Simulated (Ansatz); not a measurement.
# Tc of Mo2C (Pbcn) from its phonons, part 2 of 2

What Tc do the phonons of Mo2C (Pbcn) give, and how does it depend on μ*? The cell shown first is a relaxed one, from steps not shown here.

Ansatz 0.2.0; DFT PBEsol, scalar-relativistic, plane waves, PAW; PAW set soft_1.

So far, log mean phonon energy ħω_log (meV): step 2 (electron–phonon run: q 2×1×2, k 6×4×4, scattering 8×8×8) 23.5.

## Step 3: Resistivity: q 2×2×2, k 6×4×6, scattering 8×8×8

The next rung changes the q mesh, which sets the reach of the force constants and couplings; the k mesh of the density and its response; the phonon self-energy between the q points, now taken in.

Input file input.yaml:

```yaml
crystal:
  lattice:
    - [4.7141610573, 0.0, 0.0]
    - [0.0, 5.9980010731, 0.0]
    - [0.0, 0.0, 5.17549571]
  atoms:
    - { symbol: Mo, position: [0.2457411574, 0.1224015411, 0.0796732687] }
    - { symbol: Mo, position: [0.2542588426, 0.3775984589, 0.5796732687] }
    - { symbol: Mo, position: [0.7457411574, 0.3775984589, 0.9203267313] }
    - { symbol: Mo, position: [0.7542588426, 0.1224015411, 0.4203267313] }
    - { symbol: Mo, position: [0.7542588426, 0.8775984589, 0.9203267313] }
    - { symbol: Mo, position: [0.7457411574, 0.6224015411, 0.4203267313] }
    - { symbol: Mo, position: [0.2542588426, 0.6224015411, 0.0796732687] }
    - { symbol: Mo, position: [0.2457411574, 0.8775984589, 0.5796732687] }
    - { symbol: C, position: [0.0, 0.377257054, 0.25] }
    - { symbol: C, position: [0.5, 0.122742946, 0.75] }
    - { symbol: C, position: [0.0, 0.622742946, 0.75] }
    - { symbol: C, position: [0.5, 0.877257054, 0.25] }
kpoints:
  mp_grid: { grid: [6, 4, 6] }
hamiltonian:
  xc: pbesol
  pseudopotentials: { kind: paw, azcp: { folder: soft_1 }, xc_functional: pbe }
scf:
  occupations: { method: methfessel_paxton, width: 0.2 }
output:
  eigenvalues: true
phonons:
  method: dfpt
  qmesh: [2, 2, 2]
  temperatures: { t_max: 1000, t_step: 50 }
  qpath:
    path:
      - [[0.0, 0.0, 0.0], [0.5, 0.0, 0.0], [0.5, 0.5, 0.0], [0.0, 0.5, 0.0], [0.0, 0.0, 0.0], [0.0, 0.0, 0.5], [0.5, 0.0, 0.5], [0.5, 0.5, 0.5], [0.0, 0.5, 0.5], [0.0, 0.0, 0.5]]
      - [[0.5, 0.0, 0.0], [0.5, 0.0, 0.5]]
    npoints: 6
  electrical_resistivity:
    mesh: [8, 8, 8]
    temperatures: [20.0, 50.0, 80.0, 100.0, 150.0, 200.0, 273.0, 300.0, 400.0, 500.0, 600.0, 800.0]
  superconductivity: { mesh: [8, 8, 8] }
```

Launch:

```console
$ ansatz run input.yaml --threads 16 --pin off --max-ram 92160MiB --backend cuda --events-out ev --progress --plain --runs-dir out --max-vram 78GiB
```

Numbers of over 12 decimals in the logs are rounded to 6 here.

Log:

```text
Warning: phonons: the dynamical matrix that this run interpolates holds no multipole term above the dipole-dipole one, and a site of this crystal is no centre of inversion, so its interpolated transverse optical and acoustic branches and sound speeds can stay off near Gamma, and the density of states and the thermodynamics with them. What a run solves at a wave vector of phonons.qpoints, Gamma apart, where the deck admits one, is free of this, and under fd what a larger phonons.supercell samples
[...]
Crystal: 12 atoms, lattice volume = 146.340 Å³
Basis set: ecut = 420 eV, 2851 PW (Γ), exchange–correlation on 64×96×72 points (8 copies of the dense FFT grid, shifted against one another)
Bands: 77, of which v1, the nominal top of the filled ones, is band 64 counted from 1 (63 counted from 0)
Symmetry: 8 space group operations
k-points: 48 of 144
[...]
SCF iter   1: F=—  HF=-40183.491344 eV  |F-HF|=—  |Δ(HF+E_count)|=         —  Δρ=1.61e-1  dr2=5.24e1  ethr=3.10e-3  ⟨swp⟩=5.0  Hψ=11484  notcnv=0
[...]
SCF iter   2: F=—  HF=-40171.535301 eV  |F-HF|=—  |Δ(HF+E_count)|=    1.20e1  S|Δr|=    0.00e0  Δρ=6.91e-2  dr2=9.11e0  ethr=3.10e-3  ⟨swp⟩=2.9  Hψ=7590  notcnv=0  defer=48
[...]
SCF iter  10: F=-40169.112539 eV  HF=-40169.112539 eV  |F-HF|=0.00e0  |Δ(HF+E_count)|=  1.09e-10  S|Δr|=    0.00e0  Δρ=8.07e-8  dr2=9.88e-12  ethr=1.00e-12  ⟨swp⟩=11.3  Hψ=18656  notcnv=0
SCF 1 converged in 10 iterations: F = -40169.112539 eV  dr2 = 9.88e-12
[...]
iter 1 solved again at ethr=4.91e-8 eV; its pass at ethr=3.10e-3 eV (dr2=6.28e-5 eV) is discarded
SCF iter   1: F=—  HF=-40169.111979 eV  |F-HF|=—  |Δ(HF+E_count)|=         —  Δρ=8.99e-7  dr2=1.08e-9  ethr=4.91e-8  ⟨swp⟩=4.0  Hψ=23329  notcnv=0
eigensolver tolerance schedule: the retry pair's looser diagonalisation over-reported the residual by 58337.97 of it (diagonalisation noise at 12.07 of the residual, at the tolerance the schedule requests for it); recorded, not acted on — ethr = c·dr2/N_el stays at c = 1.0e-1
[...]
SCF iter   2: F=—  HF=-40169.112539 eV  |F-HF|=—  |Δ(HF+E_count)|=   5.61e-4  S|Δr|=    0.00e0  Δρ=5.35e-7  dr2=4.13e-10  ethr=1.00e-12  ⟨swp⟩=3.9  Hψ=10165  notcnv=0
[...]
SCF 2 converged in 4 iterations: F = -40169.112539 eV  dr2 = 1.49e-12
[...]
SCF 3 converged in 11 iterations: F = -40169.112539 eV  dr2 = 6.12e-13
[...]
SCF converged after 10 iterations
[...]
vibrations of 8 cells: unjudged by the run; compare a larger repeat
[...]
at the force constants' own smearing the fine mesh and the k-points of their solves give squared frequencies that differ by 6.3 % of the larger at the most, at (0, 0, 0)
--- Superconductivity: potentials and phonons of a 2×2×2 supercell ---
           mesh         λ    ħω_log (meV)  μ* declared at (meV)
          8×8×8    0.5925          24.266               34.553
          4×4×4    0.4675          24.208               34.410
  λ by the species' shares of the modes' patterns: Mo 0.5140, C 0.0785
[...]
0.08      7.614         7.886         7.182         7.218         7.380         7.400          7.408
      0.10      6.199         6.398         5.717         5.744         5.909         5.924          5.926
      0.12      4.916         5.059         4.449         4.469         4.630         4.643          4.640
      0.13      4.327         4.448         3.886         3.904         4.063         4.075          4.069
      0.14      3.777         3.877         3.372         3.388         3.542         3.554          3.545
      0.16      2.792         2.860         2.479         2.493         2.634         2.647          2.634
      0.20      1.306         1.333         1.197         1.209         1.317         1.330          1.313
[...]
vibrations of 8 cells: unjudged by the run; compare a larger repeat
[...]
```

Wall time 3.9 min (1 × NVIDIA GB200 with 16 threads of Arm Neoverse V2, shared host); peak memory 6.4 GiB.

This step gave:

| Property | Result |
| --- | --- |
| zero point energy | 0.7675 eV/cell |
| highest frequency, solved or plainly interpolated | 716.4 cm⁻¹ |
| Debye temperature (second moment) | 766 K |
| resistivity at 300 K | 29.91 μΩ cm, mean of the axes |
| coupling constant λ | 0.5925 |
| log mean phonon energy ħω_log | 24.27 meV |
| transport coupling constant λ_tr | 0.5946, 0.5907, 0.5991 (xx, yy, zz) |
| Drude plasma energy | 4.856, 4.073, 4.997 eV (xx, yy, zz) |
| resistivity times mean free path | 9.757, 14.29, 8.744 × 10⁻¹⁶ Ω m² (xx, yy, zz) |
| second-moment phonon energy ħω₂ | 34.55 meV |

Transition temperatures:

```tsv
μ*	McMillan Tc (K)	Allen–Dynes Tc (K)	isotropic Fermi-surface Tc (K)	isotropic full bandwidth Tc (K)	anisotropic Fermi-surface Tc (K)	anisotropic full bandwidth Tc (K)	anisotropic narrow window Tc (K)
0.08	7.61	7.89	7.18	7.22	7.38	7.4	7.41
0.1	6.2	6.4	5.72	5.74	5.91	5.92	5.93
0.12	4.92	5.06	4.45	4.47	4.63	4.64	4.64
0.13	4.33	4.45	3.89	3.9	4.06	4.07	4.07
0.14	3.78	3.88	3.37	3.39	3.54	3.55	3.55
0.16	2.79	2.86	2.48	2.49	2.63	2.65	2.63
0.2	1.31	1.33	1.2	1.21	1.32	1.33	1.31
```

Between step 2 and this run (k-mesh 6×4×6 and q mesh 2×2×2) the value for the log mean phonon energy ħω_log moves from 23.5 meV to 24.3 meV (+3 %).

## Step 4: Electron–phonon run: q 3×2×3, k 9×6×6, scattering 12×8×12

The next rung changes the q mesh, which sets the reach of the force constants and couplings; the k mesh of the density and its response; the scattering mesh, which samples the Fermi surface.

input.yaml, as its differences from that of step 3:

```diff
@@ -19,3 +19,3 @@
 kpoints:
-  mp_grid: { grid: [6, 4, 6] }
+  mp_grid: { grid: [9, 6, 6] }
 hamiltonian:
@@ -29,3 +29,3 @@
   method: dfpt
-  qmesh: [2, 2, 2]
+  qmesh: [3, 2, 3]
   temperatures: { t_max: 1000, t_step: 50 }
@@ -37,4 +37,4 @@
   electrical_resistivity:
-    mesh: [8, 8, 8]
+    mesh: [12, 8, 12]
     temperatures: [20.0, 50.0, 80.0, 100.0, 150.0, 200.0, 273.0, 300.0, 400.0, 500.0, 600.0, 800.0]
-  superconductivity: { mesh: [8, 8, 8] }
+  superconductivity: { mesh: [12, 8, 12] }
```

Log:

```text
[...]
Crystal: 12 atoms, lattice volume = 146.340 Å³
Basis set: ecut = 420 eV, 2851 PW (Γ), exchange–correlation on 64×96×72 points (8 copies of the dense FFT grid, shifted against one another)
Bands: 77, of which v1, the nominal top of the filled ones, is band 64 counted from 1 (63 counted from 0)
Symmetry: 8 space group operations
k-points: 80 of 324
[...]
SCF iter   1: F=—  HF=-40183.500202 eV  |F-HF|=—  |Δ(HF+E_count)|=         —  Δρ=1.61e-1  dr2=5.23e1  ethr=3.10e-3  ⟨swp⟩=5.0  Hψ=19250  notcnv=0
[...]
SCF iter   2: F=—  HF=-40171.571496 eV  |F-HF|=—  |Δ(HF+E_count)|=    1.19e1  S|Δr|=    0.00e0  Δρ=6.93e-2  dr2=9.16e0  ethr=3.10e-3  ⟨swp⟩=3.0  Hψ=12614  notcnv=0  defer=80
[...]
SCF iter  11: F=-40169.135449 eV  HF=-40169.135449 eV  |F-HF|=1.46e-11  |Δ(HF+E_count)|=    0.00e0  S|Δr|=    0.00e0  Δρ=1.99e-8  dr2=6.19e-13  ethr=1.00e-12  ⟨swp⟩=12.1  Hψ=26907  notcnv=0
SCF 1 converged in 11 iterations: F = -40169.135449 eV  dr2 = 6.19e-13
[...]
SCF iter   2: F=—  HF=-40169.135449 eV  |F-HF|=—  |Δ(HF+E_count)|=   5.59e-4  S|Δr|=    0.00e0  Δρ=5.07e-7  dr2=3.58e-10  ethr=1.00e-12  ⟨swp⟩=3.9  Hψ=16826  notcnv=0
[...]
SCF 2 converged in 6 iterations: F = -40169.135449 eV  dr2 = 3.89e-12
[...]
SCF 3 converged in 11 iterations: F = -40169.135449 eV  dr2 = 6.38e-13
[...]
SCF converged after 11 iterations
[...]
vibrations of 18 cells: unjudged by the run; compare a larger repeat
[...]
--- Superconductivity: potentials and phonons of a 3×2×3 supercell ---
           mesh         λ    ħω_log (meV)  μ* declared at (meV)
        12×8×12    0.6202          24.158               34.217
          6×4×6    0.6609          24.076               33.874
  λ by the species' shares of the modes' patterns: Mo 0.5403, C 0.0799
[...]
0.08      8.552         8.879         8.123         8.029         8.279         8.218          8.219
      0.10      7.071         7.315         6.569         6.503         6.721         6.681          6.680
      0.12      5.713         5.892         5.206         5.159         5.351         5.326          5.322
      0.13      5.084         5.236         4.595         4.556         4.737         4.716          4.711
      0.14      4.489         4.618         4.031         3.998         4.168         4.152          4.145
      0.16      3.412         3.502         3.039         3.015         3.167         3.154          3.145
      0.20      1.725         1.764         1.567         1.550         1.669         1.658          1.647
[...]
vibrations of 18 cells: unjudged by the run; compare a larger repeat
[...]
```

Wall time 9.6 min (1 × NVIDIA GB200 with 16 threads); peak memory 13 GiB; 56 min of CPU time.

Numbers from this step:

* zero point energy: 0.7724 eV/cell
* highest frequency, solved or plainly interpolated: 718.1 cm⁻¹
* Debye temperature (second moment): 770 K
* resistivity at 300 K: 31.77 μΩ cm, mean of the axes
* coupling constant λ: 0.6202
* density of states at the Fermi level: 3.324 states/eV a spin and cell
* log mean phonon energy ħω_log: 24.16 meV
* transport coupling constant λ_tr: 0.6311, 0.6214, 0.6251 (xx, yy, zz)
* Drude plasma energy: 4.875, 3.927, 4.942 eV (xx, yy, zz)
* resistivity times mean free path: 9.114, 15.11, 9.165 × 10⁻¹⁶ Ω m² (xx, yy, zz)
* second-moment phonon energy ħω₂: 34.22 meV

Transition temperatures:

```tsv
μ*	McMillan Tc (K)	Allen–Dynes Tc (K)	isotropic Fermi-surface Tc (K)	isotropic full bandwidth Tc (K)	anisotropic Fermi-surface Tc (K)	anisotropic full bandwidth Tc (K)	anisotropic narrow window Tc (K)
0.08	8.55	8.88	8.12	8.03	8.28	8.22	8.22
0.1	7.07	7.32	6.57	6.5	6.72	6.68	6.68
0.12	5.71	5.89	5.21	5.16	5.35	5.33	5.32
0.13	5.08	5.24	4.6	4.56	4.74	4.72	4.71
0.14	4.49	4.62	4.03	4	4.17	4.15	4.14
0.16	3.41	3.5	3.04	3.01	3.17	3.15	3.15
0.2	1.73	1.76	1.57	1.55	1.67	1.66	1.65
```

The Eliashberg function α²F has structure finer than the step of the table below, so its rows give means over 2.5 meV, whole bins alone (the curve runs from 0.347 to 88.5 meV). Peaks (meV: height): α²F 18.38: 0.530, 23.93: 0.660, 34.34: 0.139, 78.05: 0.57, 82.21: 0.402, 87.06: 0.250; α²F tr 18.38: 0.518, 23.93: 0.652, 34.34: 0.150, 78.05: 0.576, 81.51: 0.423, 87.06: 0.265.

Eliashberg function α²F against phonon energy; means over each step:

```tsv
phonon energy (meV)	α²F	α²F tr
2.5	8.9e-5	6.4e-5
5.0	0.00116	7.9e-4
7.5	0.00379	0.00324
10.0	0.0103	0.0101
12.5	0.0327	0.0342
15.0	0.141	0.147
17.5	0.432	0.430
20.0	0.365	0.365
22.5	0.484	0.486
25.0	0.433	0.430
27.5	0.201	0.202
30.0	0.0498	0.0499
32.5	0.0827	0.0884
35.0	0.0892	0.0974
37.5	0.0234	0.0243
40.0	0.00286	0.00219
42.5	0	0
45.0	0	0
47.5	0	0
50.0	0	0
52.5	0	0
55.0	0	0
57.5	0	0
60.0	0	0
62.5	0	0
65.0	0	0
67.5	0	0
70.0	0	0
72.5	0	0
75.0	0.00770	0.00815
77.5	0.366	0.376
80.0	0.134	0.135
82.5	0.318	0.327
85.0	0.178	0.187
```

The Eliashberg function α²F has structure finer than the step of the table below, so its rows give means over 2 meV, whole bins alone (the curve runs from 0.347 to 88.5 meV). Peaks (meV: height): α²F 18.4: 0.530, 23.9: 0.660, 34.3: 0.139, 78.0: 0.57, 82.2: 0.402, 87.1: 0.250; Mo 18.4: 0.521, 23.9: 0.642, 34.3: 0.137; C 78.0: 0.530, 82.2: 0.377, 87.1: 0.246.

The Eliashberg function α²F by phonon energy; means over each step:

```tsv
phonon energy (meV)	α²F	Mo	C
2	1.4e-5	1.4e-5	0
4	5.8e-4	5.3e-4	1.2e-5
6	0.00190	0.00179	1.1e-4
8	0.00465	0.00438	2.3e-4
10	0.0101	0.00962	5.0e-4
12	0.0241	0.0230	0.00106
14	0.0739	0.0713	0.00256
16	0.250	0.244	0.00614
18	0.472	0.464	0.00839
20	0.357	0.349	0.00765
22	0.413	0.397	0.0153
24	0.553	0.537	0.0158
26	0.340	0.331	0.00874
28	0.136	0.133	0.00339
30	0.0485	0.0472	0.00130
32	0.0698	0.0687	0.00109
34	0.114	0.113	0.00135
36	0.0506	0.0500	6.1e-4
38	0.0173	0.0172	1.7e-4
40	0.00238	0.00238	4.9e-6
42	0	0	0
44	0	0	0
46	0	0	0
48	0	0	0
50	0	0	0
52	0	0	0
54	0	0	0
56	0	0	0
58	0	0	0
60	0	0	0
62	0	0	0
64	0	0	0
66	0	0	0
68	0	0	0
70	0	0	0
72	0	0	0
74	0	0	0
76	0.0798	0.00488	0.0749
78	0.405	0.0278	0.377
80	0.115	0.00864	0.106
82	0.346	0.0214	0.324
84	0.203	0.00908	0.194
86	0.190	0.00478	0.185
```

Anisotropic full-bandwidth solution, weighted at the Fermi level. Gaps:

```tsv
mu*	T (K)	mean gap (meV)	5 % (meV)	95 % (meV)	mean Z
0.1	1.67	1.02	0.898	1.15	1.61
0.1	3.34	0.981	0.86	1.11	1.61
0.1	5.01	0.796	0.698	0.898	1.61
0.1	6.01	0.541	0.474	0.61	1.61
0.13	1.18	0.716	0.616	0.816	1.61
0.13	2.36	0.685	0.589	0.781	1.61
0.13	3.54	0.555	0.477	0.633	1.61
0.13	4.24	0.377	0.324	0.429	1.61
0.16	0.789	0.475	0.399	0.55	1.61
0.16	1.58	0.454	0.381	0.526	1.61
0.16	2.37	0.367	0.308	0.426	1.61
0.16	2.84	0.249	0.209	0.289	1.61
```

dTc/da2F against phonon energy:

```tsv
phonon energy (meV)	dTc/da2F (K/meV)
2.5	-
5.0	5.03
7.5	4.47
10.0	3.94
12.5	3.51
15.0	3.15
17.5	2.85
20.0	2.60
22.5	2.38
25.0	2.19
27.5	2.03
30.0	1.89
32.5	1.77
35.0	1.65
37.5	1.55
40.0	1.47
42.5	1.38
45.0	1.30
47.5	1.24
50.0	1.18
52.5	1.12
55.0	1.07
57.5	1.02
60.0	0.975
62.5	0.933
65.0	0.895
67.5	0.860
70.0	0.825
72.5	0.794
75.0	0.765
77.5	0.737
80.0	0.710
82.5	0.686
85.0	0.663
87.5	0.641
```

Share of the Fermi-level states against lambda of a state:

```tsv
lambda of a state	share of the Fermi-level states
0.504	0.0068
0.517	0.0153
0.530	0.0373
0.543	0.0481
0.557	0.0556
0.570	0.0642
0.583	0.0498
0.596	0.0903
0.609	0.0789
0.623	0.136
0.636	0.105
0.649	0.0706
0.662	0.0697
0.675	0.0647
0.689	0.0247
0.702	0.0184
0.715	0.0223
0.728	0.0189
0.741	0.0107
0.755	0.0079
0.768	0.0052
0.781	0
0.794	0
0.807	0
```

## Step 5: What came out

| Property | Result |
| --- | --- |
| meshes | q 3×2×3, k 9×6×6, scattering 12×8×12 |
| coupling constant λ | 0.620 |
| log mean phonon energy ħω_log | 24.2 meV |
| Allen–Dynes Tc at μ* = 0.1 | 7.32 K |
| Allen–Dynes Tc at μ* = 0.13 | 5.24 K |
| anisotropic Eliashberg Tc at μ* = 0.1 | 6.68 K |
| anisotropic Eliashberg Tc at μ* = 0.13 | 4.72 K |

**Reading.** In the last run (PBEsol, q 3×2×3, k 9×6×6, scattering 12×8×12), with λ = 0.62 and ħω_log = 24.2 meV, Tc at μ* = 0.13 is 5.1 K by McMillan's formula, 5.2 K by Allen and Dynes's and 4.7 K by the anisotropic Eliashberg equations. Allen and Dynes's formula meets the measured 3.2 K at μ* near 0.17. Raising μ* from 0.10 to 0.16 lowers the Allen–Dynes value from 7.3 to 3.5 K. The mean gap at a quarter of Tc gives 2Δ/k_B Tc = 3.52, against 3.53 in weak-coupling theory. The gap spreads from 0.62 to 0.82 meV over nine tenths of the Fermi surface. By the run's own test λ is not converged in the fine mesh: it moves by 7 % between the two finest, and by up to 21 % in the other runs. The run's transport test calls it not converged in the mesh; ρ(300 K) moves by 14 % in the component that moves most. λ of these runs moves by 7 to 21 % between their two finest meshes, and Tc by more, so small gaps between the runs or to the measured value rank nothing. Over the runs, λ takes the values 0.616, 0.593 and 0.620, in the order shown. μ* is a typed number, phonons are harmonic, and spin fluctuations are left out; at μ* = 0.13 McMillan's formula turns 1 % in λ into about 3.5 % in Tc.

Comparison with the measured values:

| quantity | measured | Allen–Dynes, PBEsol, q 2×1×2, fine 8×8×8 | Eliashberg, PBEsol, q 2×1×2, fine 8×8×8 | Allen–Dynes, PBEsol, q 2×2×2, fine 8×8×8 | Eliashberg, PBEsol, q 2×2×2, fine 8×8×8 | Allen–Dynes, PBEsol, q 3×2×3, fine 12×8×12 | Eliashberg, PBEsol, q 3×2×3, fine 12×8×12 |
| --- | --- | --- | --- | --- | --- | --- | --- |
| superconducting transition temperature (μ* = 0.13) (kelvin) | 3.2 | 4.96 (+55.0 %) | 4.52 (+41.2 %) | 4.45 (+39.1 %) | 4.07 (+27.2 %) | 5.24 (+63.7 %) | 4.72 (+47.5 %) |

Measured values from arxiv:2409.02380 (2024).

How well it matches: For the superconducting transition temperature, of the levels listed nearest comes Eliashberg, PBEsol, q 2×2×2, fine 8×8×8 (+27.2 %, a clear miss) and farthest Allen–Dynes, PBEsol, q 3×2×3, fine 12×8×12 (+63.7 %, a clear miss). Limits of convergence are named above.

[Logs are printed without paths, hosts, clocks, repeated set-up lines and the standing remarks that a program may print on its own settings, such as how far it seeks lower states.]

[Hosts, paths, dates, database ids (printed as entryN), source tags and the programs' standing remarks are cut or masked in the printed files.]
